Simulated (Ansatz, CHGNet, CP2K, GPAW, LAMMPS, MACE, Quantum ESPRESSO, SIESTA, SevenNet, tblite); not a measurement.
# Liquid (K,Li)2CO3 at 900 K (96 atoms) in tblite

Wanted: tblite inputs and outputs for liquid (K,Li)2CO3 at 900 K (96 atoms), checked against a plane-wave reference.

Method: the method is named at each step, in tblite 0.8.0.

### 1. Set-up

The cell holds 96 atoms: 16 C, 48 O, 12 K and 20 Li. Cell: a = 11.031 Å, b = 11.031 Å, c = 11.031 Å, α = 90.0°, β = 90.0°, γ = 90.0°. 12 K+, 20 Li+, 16 CO3 2- placed at random, at 1.94 g/cm³; overlaps pushed apart, then 10 ps at 1300 K with harmonic planar carbonate ions with charges +1 on C and -1 on O; Joung-Cheatham ions (J. Phys. Chem. B 112, 9020 (2008)); charges of ions scaled by 0.8. Snapshot after 20 ps at 900 K and fixed volume.

The yardstick, on the same geometry:

```
method                                           : Kohn-Sham DFT, PBE, SSSP efficiency 1.3.0 pseudopotentials, plane waves (Quantum ESPRESSO 7.5); sssp-pbe-1.3.0-efficiency, cutoffs 60/480 Ry, Γ point
r.m.s. force component                           : 2.101 eV/Å
longest force                                    : 11.29 eV/Å
pressure                                         : 5.45 GPa
gap (highest filled to lowest empty level) : 1.991 eV
time                                             : 3 min on 4 MPI ranks of Arm Neoverse V1, shared host
CPU time                                         : 12 min
```

### 2. GFN1-xTB

Method: GFN1-xTB tight binding, diagonalisation.

Input file run.py:

```python
import numpy as np
from ase.io import read
from tblite.ase import TBLite

atoms = read("structure.xyz")
atoms.calc = TBLite(method="GFN1-xTB", electronic_temperature=580, accuracy=1.0, max_iterations=250, mixer_damping=0.4, verbosity=1)
energy = atoms.get_potential_energy()
forces = atoms.get_forces()
print(f"energy {energy:.6f} eV")
print("forces (eV/A)")
for i, (a, f) in enumerate(zip(atoms, forces)):
    print(f"{i:4d} {a.symbol:2s} {f[0]:10.5f} {f[1]:10.5f} {f[2]:10.5f}")
stress = -atoms.get_stress(voigt=False) * 160.21766
print("stress (GPa, compression positive)")
for row in stress:
    print(" ".join(f"{x:10.4f}" for x in row))
print("charges (e)")
print(np.array2string(atoms.get_charges(), precision=4, suppress_small=True, max_line_width=110, threshold=100000))
```

Input file structure.xyz:

```xyz
96
Lattice="11.03082 0.00000 0.00000 0.00000 11.03082 0.00000 0.00000 0.00000 11.03082" Properties=species:S:1:pos:R:3 pbc="T T T"
C 6.31184 9.07881 1.82737
O 5.38249 9.83056 1.57796
O 7.40256 9.32148 1.17864
O 6.31503 8.75869 3.06381
C 8.21090 2.73741 7.48176
O 8.78561 1.84303 8.14803
O 8.94335 3.70481 6.91456
O 6.94534 2.88489 7.34642
C 1.42099 0.83956 6.57680
O 1.41581 1.43037 7.64425
O 1.88561 10.65522 6.63382
O 1.11058 1.37201 5.55534
C 4.04599 7.99536 4.77480
O 4.02614 6.75318 4.29165
O 3.34024 9.04075 4.46737
O 4.62941 7.97098 5.94197
C 7.11433 5.13738 4.22591
O 7.46511 5.83839 5.19651
O 5.91307 4.77182 4.14979
O 7.76217 5.13794 3.09084
C 8.45579 6.96806 8.30996
O 9.69311 6.80480 7.74750
O 7.70481 7.99326 8.00032
O 7.94925 6.01952 8.99574
C 4.38652 5.93646 1.25784
O 3.65804 6.92250 1.05046
O 3.86156 4.87121 1.83266
O 5.58501 5.90248 0.86371
C 10.07026 9.53052 3.96404
O 9.34244 10.51568 3.42143
O 0.20021 9.60200 4.00794
O 9.42948 8.52583 4.25150
C 0.73090 9.33384 10.08868
O 1.32932 8.70199 9.15183
O 0.52860 10.53885 10.04533
O 0.40704 8.65291 0.01886
C 3.01638 1.67084 2.79929
O 2.95108 0.54382 3.26998
O 3.01715 1.85152 1.55325
O 3.39176 2.63273 3.37411
C 10.91632 3.98235 10.66118
O 0.09983 3.70933 9.35138
O 10.32915 5.09966 10.86492
O 0.65589 3.49853 0.53334
C 4.88434 10.51954 9.13462
O 4.10523 9.83729 8.47641
O 6.09133 10.17361 9.10076
O 4.38652 0.43417 9.95134
C 3.10573 4.53245 7.99282
O 3.46875 4.09376 6.86492
O 2.23506 5.49699 7.82008
O 3.89013 4.79907 8.96364
C 8.52682 2.21609 0.70454
O 8.91290 2.01335 1.88947
O 8.01191 3.42893 0.42116
O 7.92178 1.22133 0.04743
[... 36 atom lines left out ...]
Li 9.37675 4.58088 8.92713
Li 3.51199 4.63934 3.70757
Li 7.54618 10.43813 7.99779
Li 2.25669 10.53046 8.60823
```

Run with:

```bash
$ OMP_NUM_THREADS=1 python run.py > output.txt
```

The program printed:

```text
------------------------------------------------------------
  cycle        total energy    energy error   density error
------------------------------------------------------------
      1     -263.6087518907  -2.6468905E+02   9.4942287E-01
      2     -196.0764437005   6.7532308E+01   6.7860564E-01
      3     -149.5918741602   4.6484570E+01   7.7197184E-01
      4     -256.2146368462  -1.0662276E+02   3.0073149E-01
      5     -271.9141433950  -1.5699507E+01   1.4647201E-01
      6     -274.8833581476  -2.9692148E+00   1.9806680E-02
      7     -274.8909585586  -7.6004111E-03   9.9399260E-03
      8     -274.8822041994   8.7543592E-03   6.8578728E-03
      9     -274.8883261401  -6.1219407E-03   4.0831337E-03
     10     -274.8934423842  -5.1162440E-03   4.3072417E-04
     11     -274.8934581359  -1.5751775E-05   1.7116139E-04
     12     -274.8934615143  -3.3783350E-06   6.1723317E-05
     13     -274.8934619850  -4.7075451E-07   1.3329943E-05
------------------------------------------------------------
 total:                                   3.920 sec
energy -7480.232110 eV
forces (eV/A)
   0 C     3.01298    3.31529    2.23169
   1 O    -5.14733    2.36677   -3.20287
   2 O     0.82909   -1.71952   -0.77251
   3 O     1.13797   -3.75683    1.63860
   4 C    -0.11752    3.17987   -1.29043
   5 O     0.53599   -1.42322    0.27532
   6 O     0.03845   -0.77741    0.70320
   7 O     0.05776   -1.08017    0.27927
   8 C     2.18032   -3.31534    2.46278
   9 O    -0.74109    2.37320    4.68655
  10 O     0.44344   -1.36098   -1.05990
  11 O    -1.62997    2.32002   -6.26612
  12 C    -1.13412   -2.55040    2.03302
  13 O    -0.78539    2.70111   -1.33215
  14 O     1.17197   -1.77073   -0.77284
  15 O     0.64244    1.42824    0.60499
  16 C    -1.65598    1.68755   -1.47310
  17 O     2.20429    0.52296    1.49927
  18 O    -1.37287   -1.80179    0.09313
  19 O     1.91086   -0.07631   -0.43518
  20 C     1.29316   -0.26582   -2.13251
  21 O    -3.35374    0.54779    1.61447
  22 O     0.92507   -0.32722    0.10126
  23 O     0.47632    0.00881    0.13223
[...]
88 Li   -0.01606    0.47630   -0.04349
  89 Li   -0.18661   -0.39672   -0.22316
  90 Li   -0.45225    0.36760    0.40634
  91 Li   -0.26041   -0.45703    0.02912
  92 Li    0.19125    0.27190   -0.12026
  93 Li    0.59874    0.38013    0.16437
  94 Li    0.01321    0.00808   -0.09652
  95 Li   -0.26441   -0.44147   -0.44252
stress (GPa, compression positive)
   -1.2227    -0.3008     0.7777
   -0.3008    -2.1073     0.1609
    0.7777     0.1609    -0.7497
charges (e)
[ 0.7611 -0.6301 -0.6652 -0.6684  0.7545 -0.6284 -0.681  -0.6433  0.7826 -0.6381 -0.6983 -0.6309  0.7446
 -0.6473 -0.6323 -0.6566  0.7642 -0.6284 -0.6311 -0.6878  0.7437 -0.648  -0.6395 -0.6206  0.7737 -0.6243
 -0.6649 -0.6428  0.7833 -0.7112 -0.6061 -0.6549  0.7784 -0.6674 -0.6617 -0.6416  0.7802 -0.6534 -0.6725
 -0.6404  0.7404 -0.6446 -0.6281 -0.6388  0.7608 -0.6237 -0.6386 -0.6721  0.7595 -0.6453 -0.6584 -0.6318
  0.7358 -0.6111 -0.6604 -0.645   0.7552 -0.6328 -0.6659 -0.6508  0.7674 -0.6645 -0.6367 -0.6398  0.4432
  0.4046  0.3579  0.3927  0.4137  0.4102  0.3542  0.3969  0.3878  0.4539  0.4305  0.4058  0.7242  0.6967
  0.6767  0.7071  0.7147  0.6901  0.6985  0.7063  0.6798  0.6777  0.6997  0.7284  0.6864  0.7083  0.6745
  0.7609  0.748   0.6774  0.6618  0.7515]
```

It took 4.8 s on 1 thread of Arm Neoverse V1, shared host; peak memory 0.11 GiB.

Banners, paths, timers and routine set-up lines are dropped from the logs unmarked, and long logs keep their key lines alone; longer cuts are marked.

Numbers from this run, and their distance from the reference:

```yaml
r_m_s_force_component: 1.879 eV/Å
r_m_s_difference_of_force_components: 454.6 meV/Å
longest_difference_of_force_vectors: 1437 meV/Å
force_difference_over_r_m_s_force: 21.64 %
slope_of_forces_against_the_reference_s: 0.8765
correlation_of_force_components: 0.9801
pressure: -1.36 GPa
pressure_difference: -6.81 GPa
```

Length of the force difference by element (eV/Å):

```csv
element,atoms,mean,most
C,16,0.72,1.4
K,12,0.66,1.1
Li,20,0.37,0.93
O,48,0.89,1.4
```

A closer look about K76, one of the 12 K atoms: 9 atoms, nearest first, numbered in the order of the input, with positions taken from that point.

```csv
atom,x,y,z,distance (Å),bonds,Mulliken charge (e),Fx,Fy,Fz (eV/Å)
K76,0.00,0.00,0.00,0.00,7,0.41,0.41,1.02,-1.11
O50,-2.30,-1.12,-0.34,2.58,4,-0.65,1.50,-3.46,-1.18
O52,-1.88,-0.41,1.76,2.61,6,-0.63,1.20,-2.50,1.70
O8,1.17,-2.33,0.14,2.61,4,-0.64,0.06,-1.08,0.28
O18,1.69,0.63,-2.01,2.70,3,-0.63,2.20,0.52,1.50
C49,-2.67,-0.68,0.78,2.86,3,0.76,0.42,6.21,-1.74
O24,2.18,0.81,1.79,2.93,5,-0.62,0.48,0.01,0.13
O19,0.14,-0.44,-3.06,3.09,5,-0.63,-1.37,-1.80,0.09
Li92,-2.85,0.74,-1.09,3.14,4,0.76,-0.26,-0.46,0.03
```

Atoms are counted from 1 here, from 0 in the log.

Forces lie 22 % from the reference's, at 0.0063 times its CPU time (on 1 against 4 cores).

### 3. Results

| Item | Value |
| --- | --- |
| force difference from the reference | tblite GFN1-xTB, 22 % |
| its CPU time | 4.5 s |

What this shows: Tight binding differs by 22 % (tblite GFN1-xTB); it is another model, with fitted parameters of its own, and the xTB methods hold dispersion. One electronic-structure run takes under half the reference's CPU time: tblite GFN1-xTB, at 22 % in 4.5 s against 12 min; its pressure misses by -6.8 GPa. Periodic xTB results under one method name differ between programs and library versions. The reference's pressure holds the uncorrected Pulay stress of its 60 Ry basis, so small pressure differences, and their order, may be the reference's own error. The network of bonds at the start is that of the classical potential that made the cell, and needn't be the one that DFT or experiment would give. The electronic-structure runs sample only Γ, in a cell whose shortest periodic width is 11 Å.

[Also dropped from logs without a mark: logging warnings of Python, and SIESTA's first energy breakdown and zero terms.]

[Logs are printed without paths, hosts, clocks, repeated set-up lines and the standing remarks that a program may print on its own settings, such as how far it seeks lower states.]

[Hosts, paths, dates, database ids (printed as entryN), source tags and the programs' standing remarks are cut or masked in the printed files.]
